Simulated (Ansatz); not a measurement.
# Work function of Ir(111): what the settings cost and change

How far do functional and pseudopotentials move the work function of Ir(111), and at what cost?

Method: plane-wave DFT, PBE, Ansatz PAW, in the first sound run; inputs show where later runs differ, in Ansatz 0.2.0.

**What experiment says.**

For Ir (clean (111) face, a compiled value), “Anisotropic work function of elemental crystals” (2019, arxiv:1902.07811) quotes earlier work: work function (clean (111) face, a compiled value) 5.78 eV.

Report form: inputs, costs, results and the conclusion, without the logs.

## Step 1: Starting point

The cell holds 7 atoms: 7 Ir. Cell: a = 2.715 Å, b = 2.715 Å, c = 31.302 Å, α = 90.0°, β = 90.0°, γ = 60.0°. Vacuum lies along c.

## Step 2: Run, setting PBE, Ansatz PAW (420 eV)

A work function rests on the faint tail of the density, so the SCF threshold is tight. PBE on the default files comes first; the next runs keep the geometry and change functional or files, each at the cutoff that its files recommend; a relaxation and, for heavy metals, spin-orbit coupling close the ladder.

File input.yaml:

```yaml
crystal:
  lattice:
    - [2.7152900398, 0.0, 0.0]
    - [1.3576450199, 2.3515101531, 0.0]
    - [0.0, 0.0, 31.3021502021]
  atoms:
    - { symbol: Ir, position: [0.0, 0.0, 0.2875201845] }
    - { symbol: Ir, position: [0.3333333333, 0.3333333333, 0.3583467896] }
    - { symbol: Ir, position: [0.6666666667, 0.6666666667, 0.4291733948] }
    - { symbol: Ir, position: [0.0, 0.0, 0.5] }
    - { symbol: Ir, position: [0.3333333333, 0.3333333333, 0.5708266052] }
    - { symbol: Ir, position: [0.6666666667, 0.6666666667, 0.6416532104] }
    - { symbol: Ir, position: [0.0, 0.0, 0.7124798155] }
kpoints:
  mp_grid: { grid: [17, 17, 1] }
hamiltonian:
  xc: pbe
scf:
  occupations: { method: fermi_dirac, width: 0.1 }
  convergence: { dr2_threshold: 1.0e-09 }
efield:
  axis: 3
  dipole_correction: true
  ramp_position: 0.97
  ramp_width: 0.06
output:
  write_potential: true
  write_density: true
  volumetric_format: npy
  elf: true
```

Launch:

```console
$ ansatz run input.yaml --threads 4 --pin off --max-ram 6144MiB --backend cpu --events-out ev --progress --plain --runs-dir out
```

The job ended after 23 s (4 threads of AMD EPYC 7R43, shared host; peak memory 0.94 GiB; 85 s of CPU time).

This step gave:

```
energy at zero smearing   : -83545.3236 eV
work function, upper face : 5.504 eV
```

Running mean over 2.217 Å of the planar mean; the ramp of the sawtooth is left out. Electron's electrostatic potential energy less the Fermi level against z:

z (Å), electron's electrostatic potential energy less the Fermi level (eV) and a bar from the least value:
```
        4        5.5 ##############################
        5        5.5 ##############################
        6        5.4 ##############################
        7        4.3 ############################
        8       -5.5 #############
        9      -12.7 #
       10      -13.3 
       11      -13.5 
       12      -13.6 
       13      -13.5 
       14      -13.5 
       15      -13.5 
       16      -13.5 
       17      -13.5 
       18      -13.5 
       19      -13.5 
       20      -13.5 
       21      -13.4 
       22      -13.0 #
       23       -9.1 #######
       24        2.6 #########################
       25        5.3 ##############################
       26        5.5 ##############################
       27        5.5 ##############################
       28        5.5 ##############################
```

Valence density in the ca plane at fractional y = 0.000, with atoms of Ir within 0.2 Å of it. It is the smooth field of the valence electrons, not physical close to the nuclei.

Ten steps, logarithmic in the rise over the least value, from '0' (0.0 e/Å³) to '9' (8.9 e/Å³), each cell a mean:
```
33222333346999743333222333335899852100000000
44333444335788643444333344334688642000000000
55434555433555433555433455433455421000000000
65434666433333334566534566533333321000000000
65434565433444334566434566433344321000000000
54333454334676533454333454434577531000000000
33223333346899743333322333335899842100000000
33222333347999843333222233336899952100000000
```
Columns run along c (16.0 Å, from fractional 0.36 to 0.87 of the cell), rows up along a (2.7 Å). Atoms in or near the plane, at fractional coordinates: Ir at (0.50, 0.00), Ir at (0.71, 0.00).

ELF in the ca plane at fractional y = 0.000, with atoms of Ir within 0.2 Å of it. It is the smooth field of the valence electrons, not physical close to the nuclei.

Values, 5 rows by 16 columns, each cell a mean:
```
0.26 0.21 0.29 0.33 0.62 0.40 0.29 0.23 0.24 0.28 0.46 0.61 0.25 0.07 0.01 0.00
0.33 0.29 0.34 0.29 0.38 0.30 0.33 0.30 0.31 0.32 0.31 0.38 0.24 0.07 0.01 0.00
0.37 0.32 0.42 0.28 0.32 0.28 0.40 0.33 0.34 0.38 0.28 0.34 0.27 0.07 0.01 0.00
0.29 0.27 0.30 0.30 0.50 0.33 0.30 0.27 0.28 0.29 0.36 0.49 0.24 0.07 0.01 0.00
0.26 0.19 0.30 0.34 0.57 0.41 0.31 0.22 0.23 0.29 0.47 0.57 0.26 0.07 0.01 0.00
```
Columns run along c (16.0 Å, from fractional 0.36 to 0.87 of the cell), rows up along a (2.7 Å). Atoms in or near the plane, at fractional coordinates: Ir at (0.50, 0.00), Ir at (0.71, 0.00).

Electrostatic potential energy in the ca plane at fractional y = 0.000, with atoms of Ir within 0.2 Å of it. With pseudopotentials it is smooth inside the atoms' cores, unlike the true potential.

Ten even steps from '0' (-57 eV) to '9' (15 eV), each cell a mean:
```
89999999985000379999999999986200169999999999
88999888887323688888899888898422489999999999
67888666898767898766888766788766899999999999
45888545799888998645788645789988999999999999
56888656899878898655788755789888899999999999
77898777887534788877899877888644689999999999
88999888985101489888999988987300279999999999
99999999984000279999999999986100168999999999
```
Columns run along c (16.0 Å, from fractional 0.36 to 0.87 of the cell; values clipped at the 3rd and 97th percentile), rows up along a (2.7 Å). Atoms in or near the plane, at fractional coordinates: Ir at (0.50, 0.00), Ir at (0.71, 0.00).

The work function is 5.504 eV.

## Step 3: Slab

This step: plane-wave DFT, LDA, Ansatz PAW (Ansatz 0.2.0).

input.yaml, as its differences from that of step 2:

```diff
@@ -16,3 +16,3 @@
 hamiltonian:
-  xc: pbe
+  xc: lda
 scf:
@@ -29,2 +29 @@
   volumetric_format: npy
-  elf: true
```

Wall time 20 s (4 threads); peak memory 0.92 GiB; 78 s of CPU time.

The work function is 5.865 eV, +0.361 eV from the run “PBE, Ansatz PAW (420 eV)”, at 0.91 times its CPU time.

## Step 4: Run

This step: plane-wave DFT, PBEsol, Ansatz PAW (Ansatz 0.2.0).

input.yaml, as its differences from that of step 3:

```diff
@@ -16,3 +16,3 @@
 hamiltonian:
-  xc: lda
+  xc: pbesol
 scf:
```

Wall time 22 s (4 threads); peak memory 0.93 GiB; 84 s of CPU time.

The work function is 5.637 eV, +0.133 eV from the run “PBE, Ansatz PAW (420 eV)”, at 0.98 times its CPU time.

## Step 5: Slab

This step: plane-wave DFT, RPBE, Ansatz PAW (Ansatz 0.2.0).

input.yaml, as its differences from that of step 4:

```diff
@@ -16,3 +16,3 @@
 hamiltonian:
-  xc: pbesol
+  xc: rpbe
 scf:
```

It took 22 s on 4 threads; peak memory 0.93 GiB.

The work function is 5.349 eV, -0.155 eV from the run “PBE, Ansatz PAW (420 eV)”, at 0.97 times its CPU time.

## Step 6: Slab

This step: plane-wave DFT, r2SCAN, Ansatz PAW (Ansatz 0.2.0).

input.yaml, as its differences from that of step 5:

```diff
@@ -16,3 +16,3 @@
 hamiltonian:
-  xc: rpbe
+  xc: r2scan
 scf:
```

It took 58 s on 4 threads; peak memory 1.4 GiB.

The work function is 5.553 eV, +0.049 eV from the run “PBE, Ansatz PAW (420 eV)”, at 2.6 times its CPU time.

## Step 7: Run

This step: plane-wave DFT, PBE, JTH PAW (Ansatz 0.2.0).

input.yaml, as its differences from that of step 6:

```diff
@@ -16,3 +16,4 @@
 hamiltonian:
-  xc: r2scan
+  xc: pbe
+  pseudopotentials: { kind: paw, source: jth }
 scf:
```

Elapsed: 1.8 min, on 4 threads; peak memory 1.5 GiB.

The work function is 5.509 eV, +0.005 eV from the run “PBE, Ansatz PAW (420 eV)”, at 4.8 times its CPU time.

## Step 8: Slab

This step: plane-wave DFT, PBE, norm-conserving (Ansatz 0.2.0).

input.yaml, as its differences from that of step 7:

```diff
@@ -17,3 +17,3 @@
   xc: pbe
-  pseudopotentials: { kind: paw, source: jth }
+  pseudopotentials: { kind: nc }
 scf:
```

Elapsed: 74 s, on 4 threads; peak memory 2.1 GiB.

The work function is 5.504 eV, -0.000 eV from the run “PBE, Ansatz PAW (420 eV)”, at 3.4 times its CPU time.

## Step 9: Run

This step: plane-wave DFT, LDA, norm-conserving (Ansatz 0.2.0).

input.yaml, as its differences from that of step 8:

```diff
@@ -16,3 +16,3 @@
 hamiltonian:
-  xc: pbe
+  xc: lda
   pseudopotentials: { kind: nc }
```

It took 75 s on 4 threads; peak memory 2.1 GiB.

The work function is 5.869 eV, +0.365 eV from the run “PBE, Ansatz PAW (420 eV)”, at 3.4 times its CPU time.

## Step 10: Slab, setting PBE, all layers relaxed

This step: plane-wave DFT, PBE, Ansatz PAW (Ansatz 0.2.0).

input.yaml, as its differences from that of step 9:

```diff
@@ -16,4 +16,3 @@
 hamiltonian:
-  xc: lda
-  pseudopotentials: { kind: nc }
+  xc: pbe
 scf:
@@ -26,2 +25,5 @@
   ramp_width: 0.06
+relax:
+  f_tol: 0.01
+  max_steps: 40
 output:
```

Elapsed: 64 s, on 4 threads; peak memory 0.83 GiB.

The relaxation took 4 steps and lowered the energy by 0.019 eV; the largest force on the free atoms ends at 0.0020 eV/Å.

The work function is 5.498 eV, -0.006 eV from the run “PBE, Ansatz PAW (420 eV)”, at 2.9 times its CPU time.

## Step 11: Slab

This step: plane-wave DFT, PBE, fully relativistic PAW with spin-orbit coupling (Ansatz 0.2.0).

input.yaml, as its differences from that of step 10:

```diff
@@ -17,2 +17,3 @@
   xc: pbe
+  pseudopotentials: { kind: paw_fr }
 scf:
@@ -25,5 +26,5 @@
   ramp_width: 0.06
-relax:
-  f_tol: 0.01
-  max_steps: 40
+magnetization:
+  noncollinear: true
+  spin_orbit: true
 output:
```

Run time: 3 min. Hardware: 4 threads; peak memory 3.2 GiB; 12 min of CPU time.

The work function is 5.492 eV, -0.012 eV from the run “PBE, Ansatz PAW (420 eV)”, at 8.4 times its CPU time.

## Step 12: The series together

Times are for 4 threads of AMD EPYC 7R43, shared host. The runs compared:

| no. | setting | work function, upper face (eV) | time | memory (GiB) |
| --- | --- | --- | --- | --- |
| 1 | PBE, Ansatz PAW (420 eV) | 5.504 | 23 s | 0.94 |
| 2 | LDA, Ansatz PAW (420 eV) | 5.865 | 20 s | 0.92 |
| 3 | PBEsol, Ansatz PAW (420 eV) | 5.637 | 22 s | 0.93 |
| 4 | RPBE, Ansatz PAW (420 eV) | 5.349 | 22 s | 0.93 |
| 5 | r2SCAN, Ansatz PAW (500 eV) | 5.553 | 58 s | 1.4 |
| 6 | PBE, JTH PAW (720 eV) | 5.509 | 1.8 min | 1.5 |
| 7 | PBE, norm-conserving (925 eV) | 5.504 | 74 s | 2.1 |
| 8 | LDA, norm-conserving (925 eV) | 5.869 | 75 s | 2.1 |
| 9 | PBE, all layers relaxed | 5.498 | 64 s | 0.83 |
| 10 | PBE with spin-orbit coupling (420 eV) | 5.492 | 3 min | 3.2 |

## Step 13: A changed input

This step: plane-wave DFT, PBE, Ansatz PAW (Ansatz 0.2.0).

An input spoilt on purpose, to show how the run answers: it repeats the earlier run “PBE, Ansatz PAW (420 eV)” with crystal.atoms[0].spin to 2.0, and scf.max_iter set to 60; its output block differs too.

input.yaml, the sections that differ from step 11:

```yaml
crystal:
  lattice:
    - [2.7152900398, 0.0, 0.0]
    - [1.3576450199, 2.3515101531, 0.0]
    - [0.0, 0.0, 31.3021502021]
  atoms:
    - { symbol: Ir, position: [0.0, 0.0, 0.2875201845], spin: 2.0 }
    - { symbol: Ir, position: [0.3333333333, 0.3333333333, 0.3583467896] }
    - { symbol: Ir, position: [0.6666666667, 0.6666666667, 0.4291733948] }
    - { symbol: Ir, position: [0.0, 0.0, 0.5] }
    - { symbol: Ir, position: [0.3333333333, 0.3333333333, 0.5708266052] }
    - { symbol: Ir, position: [0.6666666667, 0.6666666667, 0.6416532104] }
    - { symbol: Ir, position: [0.0, 0.0, 0.7124798155] }
hamiltonian:
  xc: pbe
scf:
  occupations: { method: fermi_dirac, width: 0.1 }
  convergence: { dr2_threshold: 1.0e-09 }
  max_iter: 60
# kpoints, efield, output: as in step 11
# magnetization: removed
```

Wall time 0.06 s (4 threads); peak memory 0.06 GiB; 0.05 s of CPU time.

The input was rejected at the start.

The program's message: “Error: inconsistent input (magnetization.spin_polarized): false but per-atom `spin:`, `per_species`, `initial_magnetization`, `magnetic_field`, or `spin_locking` is set”

The fault put into the input: a moment without spin polarisation.

## Step 14: Results

- work function, PBE, Ansatz PAW (420 eV): 5.504 eV
- work function, LDA, Ansatz PAW (420 eV): 5.865 eV
- work function, RPBE, Ansatz PAW (420 eV): 5.349 eV
- work function, r2SCAN, Ansatz PAW (500 eV): 5.553 eV
- work function, LDA, norm-conserving (925 eV): 5.869 eV
- work function, PBE, all layers relaxed: 5.498 eV
- work function, PBE with spin-orbit coupling (420 eV): 5.492 eV

**Reading.** PBE on the default files gives 5.50 eV, and the settings tried spread the value from 5.35 to 5.87 eV. At one geometry LDA lies 0.36 eV above PBE. The choice of pseudopotentials moves the PBE value by 0.005 eV. Relaxing the layers changes it by -0.006 eV. Spin-orbit coupling, on the fully relativistic files, changes it by -0.01 eV. The ladder's slabs use the tabulated experimental lattice constant (two decimals; a low-temperature value for the alkali metals).

Calculation against experiment:

| quantity | measured | PBE, Ansatz PAW (420 eV) | LDA, Ansatz PAW (420 eV) | RPBE, Ansatz PAW (420 eV) | LDA, norm-conserving (925 eV) | PBE, all layers relaxed | PBE with spin-orbit coupling (420 eV) |
| --- | --- | --- | --- | --- | --- | --- | --- |
| work function (clean (111) face, a compiled value) (eV) | 5.78 | 5.50 (-0.28 eV) | 5.87 (+0.09 eV) | 5.35 (-0.43 eV) | 5.87 (+0.09 eV) | 5.50 (-0.28 eV) | 5.49 (-0.29 eV) |

Measured values from arxiv:1902.07811 (2019).

Verdict: For the work function, of the levels listed nearest comes LDA, Ansatz PAW (420 eV) (+0.09 eV, good agreement) and farthest RPBE, Ansatz PAW (420 eV) (-0.43 eV, a clear miss).

[Long decimals in the printed logs are rounded to 6 places.]

[Logs are printed without paths, hosts, clocks, repeated set-up lines and the standing remarks that a program may print on its own settings, such as how far it seeks lower states.]

[Hosts, paths, dates, database ids (printed as entryN), source tags and the programs' standing remarks are cut or masked in the printed files.]

[Maps of the electrostatic potential energy from Ansatz leave out the sawtooth potential of an applied field or a dipole correction, so their vacuum need not be flat; planar profiles and work functions include it.]
